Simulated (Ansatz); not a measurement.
# Ir(111) with 4 thermally displaced layers, 2x2: scattering by thermal displacements, part 2 of 2

Wanted: the phonon-limited resistivity of Ir at 180 K by the Landauer route.

Ansatz 0.2.0; Ansatz plane-wave DFT, PBE, PAW files; ballistic transport by layer matching (Landauer), zero bias; PAW set soft_1.

So far. Step 2 (With 4 displaced layers): Over the solved energies the transmission per spin lies between 5.62 and 5.90, out of 5.94 channels of the lead on average (up to 6.14).

## (3) With 8 displaced layers

Each atom of 8 layers is moved at random, by amounts drawn from a normal law 0.0297 Å wide in each direction from the Debye model (420 K) at 180 K. A fresh draw is used; the growth of the resistance with length is what counts.

System of this step: Ir(111) with 8 thermally displaced layers, 2x2. The cell holds 56 atoms: 56 Ir. Its edges and angles: a = 5.430 Å, b = 5.430 Å, c = 31.073 Å, α = 87.5°, β = 92.5°, γ = 120.0°. It derives from Ir. Regions: lead, 24 atoms (24 Ir); scattering region, 32 atoms (32 Ir). The structure is stacked along c, and the current runs across the ab planes.

input.yaml

```yaml
crystal:
  lattice:
    - [5.4297315514, 0.0, 0.0]
    - [-2.7148657757, 4.7022854592, 0.0]
    - [-1.3574328878, 0.7837142432, 31.0335007294]
  atoms:
    - { symbol: Ir, position: [0.005952381, 0.994047619, 0.0357142857] }
    - { symbol: Ir, position: [0.005952381, 0.494047619, 0.0357142857] }
    - { symbol: Ir, position: [0.505952381, 0.994047619, 0.0357142857] }
    - { symbol: Ir, position: [0.505952381, 0.494047619, 0.0357142857] }
    - { symbol: Ir, position: [0.1845238095, 0.3154761905, 0.1071428571] }
    - { symbol: Ir, position: [0.1845238095, 0.8154761905, 0.1071428571] }
    - { symbol: Ir, position: [0.6845238095, 0.3154761905, 0.1071428571] }
    - { symbol: Ir, position: [0.6845238095, 0.8154761905, 0.1071428571] }
    - { symbol: Ir, position: [0.3630952381, 0.1369047619, 0.1785714286] }
    - { symbol: Ir, position: [0.3630952381, 0.6369047619, 0.1785714286] }
    - { symbol: Ir, position: [0.8630952381, 0.1369047619, 0.1785714286] }
    - { symbol: Ir, position: [0.8630952381, 0.6369047619, 0.1785714286] }
    - { symbol: Ir, position: [0.055743194, 0.9665894547, 0.250342307] }
    - { symbol: Ir, position: [0.0351425535, 0.4582003797, 0.2506287864] }
    - { symbol: Ir, position: [0.5359311122, 0.9607623984, 0.2504117331] }
    - { symbol: Ir, position: [0.5416288727, 0.4509537943, 0.2493662064] }
    - { symbol: Ir, position: [0.2144291993, 0.2720895621, 0.323094577] }
    - { symbol: Ir, position: [0.218521757, 0.7818827, 0.3211809048] }
    - { symbol: Ir, position: [0.7331809858, 0.2880072032, 0.3220352108] }
    - { symbol: Ir, position: [0.7084487635, 0.7799816541, 0.3220834214] }
    - { symbol: Ir, position: [0.4026434932, 0.0969936365, 0.3946023062] }
    - { symbol: Ir, position: [0.3896393502, 0.5968594869, 0.3937527547] }
    - { symbol: Ir, position: [0.9054370311, 0.1138181166, 0.3930377108] }
    - { symbol: Ir, position: [0.8939756246, 0.5989779693, 0.3918120187] }
    - { symbol: Ir, position: [0.0724716933, 0.9265112956, 0.4648423679] }
    - { symbol: Ir, position: [0.0823524968, 0.4175793098, 0.4659035793] }
    - { symbol: Ir, position: [0.580714743, 0.9326404518, 0.4638711823] }
    - { symbol: Ir, position: [0.5743087575, 0.4240333591, 0.4652736632] }
    - { symbol: Ir, position: [0.2547690519, 0.2405604209, 0.5344296354] }
    - { symbol: Ir, position: [0.250026684, 0.747067236, 0.536662255] }
    - { symbol: Ir, position: [0.7517966405, 0.2371168608, 0.5365505051] }
    - { symbol: Ir, position: [0.746788355, 0.7394409604, 0.5363091105] }
    - { symbol: Ir, position: [0.4233339405, 0.0680114021, 0.6065857485] }
    - { symbol: Ir, position: [0.4349150502, 0.5649653931, 0.6073364468] }
    - { symbol: Ir, position: [0.9361538901, 0.0604554623, 0.6085039056] }
    - { symbol: Ir, position: [0.9413514468, 0.5706237268, 0.60825859] }
    - { symbol: Ir, position: [0.1200867269, 0.8922283735, 0.6786438338] }
    - { symbol: Ir, position: [0.1047348178, 0.3861739436, 0.6778343702] }
    - { symbol: Ir, position: [0.6060326828, 0.8886292825, 0.6780268592] }
    - { symbol: Ir, position: [0.6042039504, 0.3802687842, 0.6788285245] }
    - { symbol: Ir, position: [0.2978077918, 0.2166952122, 0.7499866722] }
    - { symbol: Ir, position: [0.301985807, 0.7170138685, 0.7511016544] }
    - { symbol: Ir, position: [0.7826556793, 0.2160460024, 0.7503252957] }
    - { symbol: Ir, position: [0.7952209884, 0.710618873, 0.7503666134] }
    - { symbol: Ir, position: [0.4702380952, 0.0297619048, 0.8214285714] }
    - { symbol: Ir, position: [0.4702380952, 0.5297619048, 0.8214285714] }
    - { symbol: Ir, position: [0.9702380952, 0.0297619048, 0.8214285714] }
    - { symbol: Ir, position: [0.9702380952, 0.5297619048, 0.8214285714] }
    - { symbol: Ir, position: [0.1488095238, 0.8511904762, 0.8928571429] }
    - { symbol: Ir, position: [0.1488095238, 0.3511904762, 0.8928571429] }
    - { symbol: Ir, position: [0.6488095238, 0.8511904762, 0.8928571429] }
    - { symbol: Ir, position: [0.6488095238, 0.3511904762, 0.8928571429] }
    - { symbol: Ir, position: [0.3273809524, 0.1726190476, 0.9642857143] }
    - { symbol: Ir, position: [0.3273809524, 0.6726190476, 0.9642857143] }
    - { symbol: Ir, position: [0.8273809524, 0.1726190476, 0.9642857143] }
    - { symbol: Ir, position: [0.8273809524, 0.6726190476, 0.9642857143] }
kpoints:
  mp_grid: { grid: [5, 5, 1] }
hamiltonian:
  xc: pbe
  pseudopotentials: { kind: paw, azcp: { folder: soft_1 } }
scf:
  occupations: { method: fermi_dirac, width: 0.1 }
output:
  transmission:
    leads: [[0, 4]]
    kmesh: [10, 10]
    e_range: [-0.05, 0.05]
    de: 0.05
  write_potential: true
  write_density: true
  volumetric_format: npy
```

The run is started by

```console
$ ansatz run input.yaml --threads 4 --pin off --max-ram 15360MiB --backend cpu --events-out ev --progress --plain --runs-dir out
```

Numbers of over 12 decimals in the logs are rounded to 6 here.

Output:

```text
[...]
Crystal: 56 atoms, lattice volume = 792.352 Å³
Basis set: ecut = 420 eV, 15385 PW (Γ)
Bands: 572, of which v1, the nominal top of the filled ones, is band 476 counted from 1 (475 counted from 0)
Symmetry: 1 space group operations
[...]
k-points: 13 of 25 (time reversal used)
[...]
SCF iter   1: F=—  HF=-668466.813819 eV  |F-HF|=—  |Δ(HF+E_count)|=         —  Δρ=4.95e-2  dr2=1.38e1  ethr=3.10e-3  ⟨swp⟩=5.0  Hψ=23765  notcnv=0  defer=51
[...]
SCF iter   8: F=-668462.486918 eV  HF=-668462.486918 eV  |F-HF|=3.55e-8  |Δ(HF+E_count)|=   1.35e-8  Δρ=1.58e-6  dr2=4.40e-8  ethr=1.05e-11  ⟨swp⟩=7.0  Hψ=18161  notcnv=0
SCF 1 converged in 8 iterations: F = -668462.486918 eV  dr2 = 4.40e-8
[...]
transmission: 300 of 2964 steps passed
transmission: 594 of 2964 steps passed
[...]
transmission: 2964 of 2964 steps passed
SCF converged after 8 iterations
Free energy (F): -668462.486918 eV
[...]
Internal energy: -668460.766758 eV  (E = F + TS)
E sigma→0 (E₀):  -668461.626838 eV
Entropy (-TS):   -1.720160 eV (-30.717 meV/atom)
Fermi energy:    25.825945 eV
[...]
--- Band table (eV; the first three rows and the last of 13) ---
  k-point 0: bands = [... 472 lower, 26.6757, 26.6864, 26.6975, 26.6985, 26.7028, 26.7057, 26.7080, 26.7103, ... 92 higher]
  k-point 1: bands = [... 472 lower, 26.1105, 26.1162, 26.1462, 26.1545, 26.1746, 26.1812, 26.2010, 26.2297, ... 92 higher]
  k-point 2: bands = [... 472 lower, 25.0999, 25.1366, 25.1989, 25.3111, 25.3574, 25.3896, 25.4575, 25.4812, ... 92 higher]
  k-point 12: bands = [... 472 lower, 25.7548, 25.7896, 25.8258, 25.8394, 25.8603, 25.8675, 25.8855, 25.8962, ... 92 higher]
--- Transmission ---
  basis      : 223 plane waves across, 57 finite elements along
  points     : 52, standing for a mesh of 10 x 10
[...]
channels       : 5.780000e0 a spin
[...]
junction   : crystal 0 to crystal 0, 0.70 to 29.51 Å
    transmission   : 5.349377e0 a spin
[...]
```

The job ended after 6.9 min (4 threads of Intel Xeon Platinum 8375C at 2.90GHz (Ice Lake), shared host; peak memory 8.8 GiB; 26 min of CPU time).

Numbers from this step:

```yaml
free_energy: -668462.4869 eV
energy_at_zero_smearing: -668461.6268 eV
fermi_energy: 25.83 eV
transmission_per_spin_nearest_the_fermi_level: 5.349
step_of_the_lead_s_potential: 2.9 meV
```

Per spin. The transmission, zone mean by energy, zero at the Fermi level:

```
energy (eV)  transmission, zone mean
    -0.0500                     5.48
     0.0000                     5.35
     0.0500                     5.61
```

Over the solved energies the transmission per spin lies between 5.35 and 5.61, out of 5.94 channels of the lead on average (up to 6.14).

## (4) With 12 displaced layers

Each atom of 12 layers is moved at random, by amounts drawn from a normal law 0.0297 Å wide in each direction from the Debye model (420 K) at 180 K. A fresh draw is used; the growth of the resistance with length is what counts.

System of this step: Ir(111) with 12 thermally displaced layers, 2x2. The cell holds 72 atoms: 72 Ir. Cell: a = 5.430 Å, b = 5.430 Å, c = 39.900 Å, α = 90.0°, β = 90.0°, γ = 120.0°. It derives from Ir. Regions: lead, 24 atoms (24 Ir); scattering region, 48 atoms (48 Ir). The structure is stacked along c, and the current runs across the ab planes.

input.yaml

```yaml
crystal:
  lattice:
    - [5.4297315514, 0.0, 0.0]
    - [-2.7148657757, 4.7022854592, 0.0]
    - [0.0, 0.0, 39.9002152235]
  atoms:
    - { symbol: Ir, position: [0.0, 0.0, 0.0277777778] }
    - { symbol: Ir, position: [0.0, 0.5, 0.0277777778] }
    - { symbol: Ir, position: [0.5, 0.0, 0.0277777778] }
    - { symbol: Ir, position: [0.5, 0.5, 0.0277777778] }
    - { symbol: Ir, position: [0.1666666667, 0.3333333333, 0.0833333333] }
    - { symbol: Ir, position: [0.1666666667, 0.8333333333, 0.0833333333] }
    - { symbol: Ir, position: [0.6666666667, 0.3333333333, 0.0833333333] }
    - { symbol: Ir, position: [0.6666666667, 0.8333333333, 0.0833333333] }
    - { symbol: Ir, position: [0.3333333333, 0.1666666667, 0.1388888889] }
    - { symbol: Ir, position: [0.3333333333, 0.6666666667, 0.1388888889] }
    - { symbol: Ir, position: [0.8333333333, 0.1666666667, 0.1388888889] }
    - { symbol: Ir, position: [0.8333333333, 0.6666666667, 0.1388888889] }
    - { symbol: Ir, position: [0.0006142044, 0.9977311994, 0.1930277775] }
    - { symbol: Ir, position: [0.9968634388, 0.4949193655, 0.195249137] }
    - { symbol: Ir, position: [0.4986830101, 0.0005276732, 0.193811511] }
    - { symbol: Ir, position: [0.4971681907, 0.499927096, 0.1933378801] }
    - { symbol: Ir, position: [0.167977483, 0.3326628182, 0.2491166708] }
    - { symbol: Ir, position: [0.1551593337, 0.8365764926, 0.2497783079] }
    - { symbol: Ir, position: [0.66301878, 0.3318405278, 0.2513532255] }
    - { symbol: Ir, position: [0.6666678091, 0.8338808801, 0.2488921709] }
    - { symbol: Ir, position: [0.3452514054, 0.1724663884, 0.3063503932] }
    - { symbol: Ir, position: [0.3364915409, 0.6724611215, 0.3058319009] }
    - { symbol: Ir, position: [0.8362091533, 0.1657046085, 0.3044575488] }
    - { symbol: Ir, position: [0.8328499696, 0.6544351959, 0.3053768092] }
    - { symbol: Ir, position: [0.9955842411, 0.9934077626, 0.3615678713] }
    - { symbol: Ir, position: [0.9975225238, 0.4972384219, 0.3614983792] }
    - { symbol: Ir, position: [0.5017810937, 0.0087801666, 0.3613729356] }
    - { symbol: Ir, position: [0.4912581599, 0.4877097073, 0.3601368703] }
    - { symbol: Ir, position: [0.1724564833, 0.3330134496, 0.4164557461] }
    - { symbol: Ir, position: [0.1716084927, 0.8252253157, 0.4162303674] }
    - { symbol: Ir, position: [0.665932736, 0.3370397504, 0.4161723509] }
    - { symbol: Ir, position: [0.6582352454, 0.8231866938, 0.4172100123] }
    - { symbol: Ir, position: [0.3362408101, 0.1636553438, 0.4723439061] }
    - { symbol: Ir, position: [0.3247656196, 0.6636841916, 0.4732487585] }
    - { symbol: Ir, position: [0.8413786358, 0.1812711799, 0.4716357849] }
    - { symbol: Ir, position: [0.8358921227, 0.6654308146, 0.4726437412] }
    - { symbol: Ir, position: [0.9981867697, 0.9964524954, 0.5271314267] }
    - { symbol: Ir, position: [0.0165402846, 0.4995110783, 0.52627542] }
    - { symbol: Ir, position: [0.4985923418, 0.0042860962, 0.527405285] }
    - { symbol: Ir, position: [0.5106158746, 0.5063364656, 0.5276642896] }
    - { symbol: Ir, position: [0.1609057355, 0.3269816793, 0.5828118772] }
    - { symbol: Ir, position: [0.1624087543, 0.8409466901, 0.5845183624] }
    - { symbol: Ir, position: [0.656055161, 0.3258635544, 0.5820158398] }
    - { symbol: Ir, position: [0.6515720806, 0.8136972297, 0.5824823664] }
    - { symbol: Ir, position: [0.3393406305, 0.164481565, 0.6395255311] }
    - { symbol: Ir, position: [0.3362213735, 0.6777963824, 0.6390373009] }
    - { symbol: Ir, position: [0.8393094216, 0.1828013184, 0.6386471661] }
    - { symbol: Ir, position: [0.8272860221, 0.6679430015, 0.6388599578] }
    - { symbol: Ir, position: [0.0029245342, 0.9941740705, 0.6950439368] }
    - { symbol: Ir, position: [0.002557968, 0.4957793447, 0.6945660568] }
    - { symbol: Ir, position: [0.5028664069, 0.0148285692, 0.6939198795] }
    - { symbol: Ir, position: [0.4941509404, 0.4932625124, 0.6941865934] }
    - { symbol: Ir, position: [0.1690612137, 0.3381867629, 0.7495452039] }
    - { symbol: Ir, position: [0.1611726327, 0.8243792714, 0.7493836077] }
    - { symbol: Ir, position: [0.6850440982, 0.3399153495, 0.7494178602] }
    - { symbol: Ir, position: [0.6562617259, 0.8271663763, 0.7499838409] }
    - { symbol: Ir, position: [0.3311707822, 0.161961336, 0.8045970923] }
    - { symbol: Ir, position: [0.3425476388, 0.6695219083, 0.8052765125] }
    - { symbol: Ir, position: [0.8304516813, 0.1633193429, 0.803368281] }
    - { symbol: Ir, position: [0.8305828946, 0.6598994285, 0.8048085828] }
    - { symbol: Ir, position: [0.0, 0.0, 0.8611111111] }
    - { symbol: Ir, position: [0.0, 0.5, 0.8611111111] }
    - { symbol: Ir, position: [0.5, 0.0, 0.8611111111] }
    - { symbol: Ir, position: [0.5, 0.5, 0.8611111111] }
    - { symbol: Ir, position: [0.1666666667, 0.3333333333, 0.9166666667] }
    - { symbol: Ir, position: [0.1666666667, 0.8333333333, 0.9166666667] }
    - { symbol: Ir, position: [0.6666666667, 0.3333333333, 0.9166666667] }
    - { symbol: Ir, position: [0.6666666667, 0.8333333333, 0.9166666667] }
    - { symbol: Ir, position: [0.3333333333, 0.1666666667, 0.9722222222] }
    - { symbol: Ir, position: [0.3333333333, 0.6666666667, 0.9722222222] }
    - { symbol: Ir, position: [0.8333333333, 0.1666666667, 0.9722222222] }
    - { symbol: Ir, position: [0.8333333333, 0.6666666667, 0.9722222222] }
kpoints:
  mp_grid: { grid: [5, 5, 1] }
hamiltonian:
  xc: pbe
  pseudopotentials: { kind: paw, azcp: { folder: soft_1 } }
scf:
  occupations: { method: fermi_dirac, width: 0.1 }
output:
  transmission:
    leads: [[0, 4]]
    kmesh: [10, 10]
    e_range: [-0.05, 0.05]
    de: 0.05
  write_potential: true
  write_density: true
  volumetric_format: npy
```

Output:

```text
[...]
Crystal: 72 atoms, lattice volume = 1018.738 Å³
Basis set: ecut = 420 eV, 19879 PW (Γ)
Bands: 735, of which v1, the nominal top of the filled ones, is band 612 counted from 1 (611 counted from 0)
Symmetry: 1 space group operations
[...]
k-points: 13 of 25 (time reversal used)
[...]
SCF iter   1: F=—  HF=-859457.044908 eV  |F-HF|=—  |Δ(HF+E_count)|=         —  Δρ=4.94e-2  dr2=1.77e1  ethr=3.10e-3  ⟨swp⟩=5.0  Hψ=30152  notcnv=0  defer=107
[...]
SCF iter   8: F=-859451.506063 eV  HF=-859451.506063 eV  |F-HF|=4.11e-8  |Δ(HF+E_count)|=   6.39e-8  Δρ=1.78e-6  dr2=5.69e-8  ethr=8.17e-12  ⟨swp⟩=6.5  Hψ=26261  notcnv=0
SCF 1 converged in 8 iterations: F = -859451.506063 eV  dr2 = 5.69e-8
[...]
transmission: 392 of 3900 steps passed
transmission: 782 of 3900 steps passed
[...]
transmission: 3900 of 3900 steps passed
SCF converged after 8 iterations
Free energy (F): -859451.506063 eV
[...]
Internal energy: -859449.314531 eV  (E = F + TS)
E sigma→0 (E₀):  -859450.410297 eV
Entropy (-TS):   -2.191532 eV (-30.438 meV/atom)
Fermi energy:    25.831974 eV
[...]
--- Band table (eV; the first three rows and the last of 13) ---
  k-point 0: bands = [... 608 lower, 26.6763, 26.6807, 26.6885, 26.6942, 26.6979, 26.6999, 26.7024, 26.7039, ... 119 higher]
  k-point 1: bands = [... 608 lower, 26.1365, 26.1487, 26.1586, 26.1632, 26.1763, 26.1804, 26.1971, 26.2000, ... 119 higher]
  k-point 2: bands = [... 608 lower, 25.1767, 25.2110, 25.2436, 25.2823, 25.3010, 25.3370, 25.3713, 25.4067, ... 119 higher]
  k-point 12: bands = [... 608 lower, 25.8186, 25.8293, 25.8407, 25.8572, 25.8620, 25.8737, 25.8835, 25.8949, ... 119 higher]
--- Transmission ---
  basis      : 223 plane waves across, 75 finite elements along
  points     : 52, standing for a mesh of 10 x 10
[...]
channels       : 6.020000e0 a spin
[...]
junction   : crystal 0 to crystal 0, 0.70 to 38.38 Å
    transmission   : 5.108275e0 a spin
[...]
```

Run time: 11 min. Hardware: 4 threads; peak memory 7.6 GiB; 41 min of CPU time.

This step gave:

```yaml
free_energy: -859451.5061 eV
energy_at_zero_smearing: -859450.4103 eV
transmission_per_spin_nearest_the_fermi_level: 5.108
open_channels_per_spin_nearest_the_fermi_level: 6.02
step_of_the_lead_s_potential: 6.8 meV
```

Per spin. Transmission, zone mean against energy, zero at the Fermi level:

```
energy (eV)  transmission, zone mean
    -0.0500                     5.23
     0.0000                     5.11
     0.0500                     5.34
```

Over the solved energies the transmission per spin lies between 5.11 and 5.34, out of 6.06 channels of the lead on average (up to 6.26).

## (5) Resistance against length

This step: Ansatz plane-wave DFT, PBE, PAW files; ballistic transport by layer matching (Landauer), zero bias; resistivity from the slope of the area resistance; PAW set soft_1 (Ansatz 0.2.0).

This step gave:

| Item | Value |
| --- | --- |
| resistivity | 3.868 µΩ cm |
| intercept | -0.01801 fΩ m² |
| scatter about the fit | 0.002630 fΩ m² |

Resistance, by row:

```
run  length (Å)      T  channels N  RA (fΩ m²)
 n4       8.867  5.752        5.94     0.01815
 n8       17.73  5.477        5.94     0.04687
n12        26.6  5.226        6.06     0.08674
```

The area resistance by length of the displaced region:

```
length of the displaced region (Å)  area resistance (fΩ m²)
                              8.87                   0.0181
                             17.73                   0.0469
                             26.60                   0.0867
```

The area resistance goes from 0.018 to 0.087 fΩ m² between 8.9 and 26.6 Å, a slope of 3.9 µΩ cm.

By hand from the end points: (0.08674 − 0.01815) fΩ m² / (26.60 − 8.87) Å = 3.9 µΩ cm, since 1 fΩ m² per Å is 1000 µΩ cm.

## (6) Results

```yaml
resistivity_from_the_slope: 3.87 µΩ cm
area_resistance_over_8p87_a: 0.0181 fΩ m²
area_resistance_over_17p7_a: 0.0469 fΩ m²
area_resistance_over_26p6_a: 0.0867 fΩ m²
```

The slope gives 3.9 µΩ cm. The points scatter by 0.0026 fΩ m² about the line, with one random draw a length in a 2x2 cell, so the slope is a rough value. The mean square of the displacements drawn is 0.78, 0.99 and 1.2 of the nominal one at the three lengths; with each resistance scaled back by that, the slope is 2.8 µΩ cm, the value used below. The lead's own channel count moves between the runs (5.94, 5.94 and 6.06), which shifts RA and the slope too. Read with a model of isotropic scattering on a spherical Fermi surface and the lead's 1.8×10¹⁵ S/m², this slope means a mean free path near 171 Å; over these lengths the model's slope is 1.17 times its bulk resistivity, which would be 2.4 µΩ cm. Uncorrelated displacements put too much weight on short waves, which scatter strongly; with the sideways repeat of a small cell, one draw and three short lengths, the method is good to a factor of two or three. Spin-orbit coupling is left out, which matters for Ir.

[Logs are printed without paths, hosts, clocks, repeated set-up lines and the standing remarks that a program may print on its own settings, such as how far it seeks lower states.]

[Hosts, paths, dates, database ids (printed as entryN), source tags and the programs' standing remarks are cut or masked in the printed files.]
